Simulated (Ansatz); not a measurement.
# Starting-point dependence of the GW gap of AgCl (Fm-3m)

How much of the starting functional survives in the G0W0 gap of AgCl (Fm-3m)?

Main program and level: Ansatz 0.2.0; G0W0 on several functionals, plane waves, PAW.

Most raw output is cut from this account.

In doubt: one-shot GW on d or f shells is unsure, so the values of those runs are not to be relied on; masses and optical values from hybrid runs of this build are listed as unsure (steps 3, 4), which bears on the screening that GW takes from such a start.

### Step 1. The structure

It takes space group Fm-3m (No. 225, cubic). Conventional cell: a = 5.545 Å, b = 5.545 Å, c = 5.545 Å, α = 90.00°, β = 90.00°, γ = 90.00°. Ag has 6 Cl at 2.77 Å nearest. Cl has 6 Ag at 2.77 Å nearest. Farther neighbours and most contacts between anions are not listed.

Coordinates:

```cif
data_structure
_symmetry_space_group_name_H-M 'Fm-3m'
_symmetry_Int_Tables_number 225
_cell_length_a 5.5453
_cell_length_b 5.5453
_cell_length_c 5.5453
_cell_angle_alpha 90.000
_cell_angle_beta 90.000
_cell_angle_gamma 90.000
_cell_volume 170.52
loop_
_atom_site_label
_atom_site_type_symbol
_atom_site_symmetry_multiplicity
_atom_site_Wyckoff_symbol
_atom_site_fract_x
_atom_site_fract_y
_atom_site_fract_z
_atom_site_occupancy
Ag1 Ag 4 a 0.00000 0.00000 0.00000 1
Cl1 Cl 4 b 0.50000 0.00000 0.00000 1
```

The cell and positions are those that the Materials Project relaxed with its own functionals (PBE, PBE+U or r2SCAN), kept fixed. The default PAW set here is soft_2. Its files were made with PBE.

### Step 2. G0W0 on PBE

G0W0 replaces the xc potential by the self-energy, built once from these orbitals. Only a window of levels is corrected, while the sums run over the empty bands that the input names.

This step: G0W0 on PBE, plane waves, PAW.

The input, input.yaml:

```yaml
crystal:
  lattice:
    - [0.0, 2.7726629968, 2.7726629968]
    - [2.7726629968, 0.0, 2.7726629968]
    - [2.7726629968, 2.7726629968, 0.0]
  atoms:
    - { symbol: Ag, position: [0.0, 0.0, 0.0] }
    - { symbol: Cl, position: [0.5, 0.5, 0.5] }
kpoints:
  mp_grid: { grid: [6, 6, 6] }
hamiltonian:
  xc: pbe
scf:
  occupations: { method: fixed }
gw:
  n_empty_bands: 127
  ecut_chi: 120
  qp_bands: [v2, c2]
  qp_kpoints: band_edges
  screening: { model: contour_deformation }
```

Launch:

```
ansatz run input.yaml --threads 3 --pin off --max-ram 92160MiB --backend cuda --events-out ev --progress --plain --runs-dir out --devices 1 --max-vram 13GiB
```

It took 14 s on 1 × NVIDIA H100 80GB HBM3 (shared by 6 runs) with 3 threads of AMD EPYC 7R13 (Zen 3), shared host; peak memory 1.1 GiB.

Numbers from this step:

| Item | Value |
| --- | --- |
| bands summed | 140 |
| RPA ε∞ on this mesh (eigenvalues) | 4.960, 4.960, 4.960 |
| plane waves in the screening matrix | 137 |
| q-points in the mesh | 216 |
| G0W0 gap on the mesh | 2.043 eV |
| k of the valence top | 0, 0, -0.5 |
| k of the conduction bottom | 0, 0, 0 |
| starting gap on the mesh | 0.9111 eV |
| Z at the valence top | 0.7608 |
| Z at the conduction bottom | 0.8120 |
| least direct G0W0 gap on the computed points | 4.349 eV |

The gap on the mesh goes from 0.91 eV to 2.04 eV, a correction of +1.13 eV. Between the two edge states, bare exchange in place of the xc potential would open the gap by 8.95 eV, and correlation takes back 7.82 eV.

### Step 3. G0W0 on HSE06

One-shot GW remembers its start. Another functional's orbitals and levels show by how much.

This step: G0W0 on HSE06, plane waves, PAW.

input.yaml, as its differences from that of step 2:

```diff
@@ -11,3 +11,3 @@
 hamiltonian:
-  xc: pbe
+  xc: hse06
 scf:
```

Elapsed: 45 s, on 1 × NVIDIA H100 80GB HBM3 (shared by 6 runs) with 3 threads; peak memory 1.4 GiB; 47 s of CPU time.

This step gave:

| Item | Value |
| --- | --- |
| bands summed | 140 |
| RPA ε∞ on this mesh (eigenvalues) | 3.726, 3.726, 3.726 |
| plane waves in the screening matrix | 137 |
| q-points in the mesh | 216 |
| G0W0 gap on the mesh | 2.810 eV |
| k of the valence top | 0, 0, -0.5 |
| k of the conduction bottom | 0, 0, 0 |
| starting gap on the mesh | 2.411 eV |
| Z at the valence top | 0.8007 |
| Z at the conduction bottom | 0.8432 |
| least direct G0W0 gap on the computed points | 5.199 eV |

Against the run with 6×6×6 mesh, 127 empty bands, screening to 120 eV on PBE, the gap moves by +0.77 eV, while the start moved by +1.50 eV.

### Step 4. G0W0 on PBE0

This step: G0W0 on PBE0, plane waves, PAW.

input.yaml, as its differences from that of step 3:

```diff
@@ -11,3 +11,3 @@
 hamiltonian:
-  xc: hse06
+  xc: pbe0
 scf:
```

Run time: 28 s. Hardware: 1 × NVIDIA H100 80GB HBM3 (shared by 6 runs) with 3 threads; peak memory 1.3 GiB; 32 s of CPU time.

Numbers from this step:

| Item | Value |
| --- | --- |
| bands summed | 140 |
| RPA ε∞ on this mesh (eigenvalues) | 3.503, 3.503, 3.503 |
| plane waves in the screening matrix | 137 |
| G0W0 gap on the mesh | 3.032 eV |
| k of the valence top | 0, 0, -0.5 |
| k of the conduction bottom | 0, 0, 0 |
| starting gap on the mesh | 3.106 eV |
| least direct G0W0 gap on the computed points | 5.425 eV |

Against the run with 6×6×6 mesh, 127 empty bands, screening to 120 eV on HSE06, the gap moves by +0.22 eV, while the start moved by +0.69 eV.

### Step 5. The starts together

All on the 6×6×6 mesh with 127 empty bands and screening to 120 eV. Times are wall times on 1 × NVIDIA H100 80GB HBM3 (shared by 6 runs) with 3 threads of AMD EPYC 7R13 (Zen 3), shared host, good to a factor of about two.

```csv
start,starting gap (eV),shift (eV),G0W0 gap (eV),RPA ε∞ (harmonic mean),"Z (valence, conduction)",time
PBE,0.91,+1.13,2.04,4.96,"0.76, 0.81",14 s
HSE06,2.41,+0.40,2.81,3.73,"0.80, 0.84",45 s
PBE0,3.11,−0.07,3.03,3.50,"0.81, 0.85",28 s
```

The parts of the quasiparticle energy at the two band edges (eV; QP = start + Σx + Σc − Vxc):

```csv
run,edge,start,Σx,Σc,Vxc,Z,QP
PBE,valence top,8.11,-30.34,3.95,-25.54,0.76,7.26
PBE,conduction bottom,9.02,-8.30,-3.88,-12.45,0.81,9.30
HSE06,valence top,7.08,-29.53,3.36,-25.95,0.80,6.85
HSE06,conduction bottom,9.49,-7.81,-3.80,-11.79,0.84,9.66
PBE0,valence top,6.69,-29.51,3.23,-26.29,0.81,6.71
PBE0,conduction bottom,9.80,-7.81,-3.72,-11.47,0.85,9.75
```

For a hybrid start, Vxc holds its share of exact exchange.

### Step 6. Summary of results

* G0W0@PBE: 2.04 eV (start 0.91 eV)
* G0W0@HSE06: 2.81 eV (start 2.41 eV)
* G0W0@PBE0: 3.03 eV (start 3.11 eV)
* known limits: not at the basis limit; d shell near the gap, gap tends to lie low; no spin-orbit coupling; coarse k mesh

**Reading.** The starting gaps span 2.19 eV and the G0W0 gaps 0.99 eV. Between PBE and PBE0, 0.99 eV of the 2.19 eV survives, 45 %. PBE0 screens less than PBE (ε∞ 3.50 against 4.96). Of the 0.99 eV by which its G0W0 gap is higher, the correlation part gives +0.86 eV, and exchange with the one-particle terms, which follow the orbitals, +0.12 eV. On PBE0 the correction is negative: that start lies above its own G0W0 value. The smallest correction, −0.07 eV, is on PBE0, the start nearest to reproducing itself. Bands and cutoff are finite, so the gap is not at the basis limit. The miss can reach some tenths of an eV and take either sign; the mesh is an error of its own. The 6×6×6 mesh is coarse for this cell (its supercell is 24 Å along the shortest edge). The RPA ε∞ on it, from the PBE start, is 4.96; such meshes misread the long-range screening, most where the gap is narrow. A d shell, filled or nearly so, lies near the gap. One-shot GW converges very slowly in bands there, not always from below, and on a semilocal start the gap tends to come out low; starts rich in exact exchange can overshoot instead. The many-body steps are scalar-relativistic: spin-orbit coupling is not in them.

[Paths, hosts, dates, memory and timing lines, banners, echoed tables and standing remarks are left out of the program output.]

[Logs are printed without paths, hosts, clocks, repeated set-up lines and the standing remarks that a program may print on its own settings, such as how far it seeks lower states.]

[Runs of the session that timed out or met a known fault of the program may be left out.]

[Cells called generated may have been cut or substituted from an entry of the Crystallography Open Database or the Materials Project.]

[Hosts, paths, dates, database ids (printed as entryN), source tags and the programs' standing remarks are cut or masked in the printed files.]
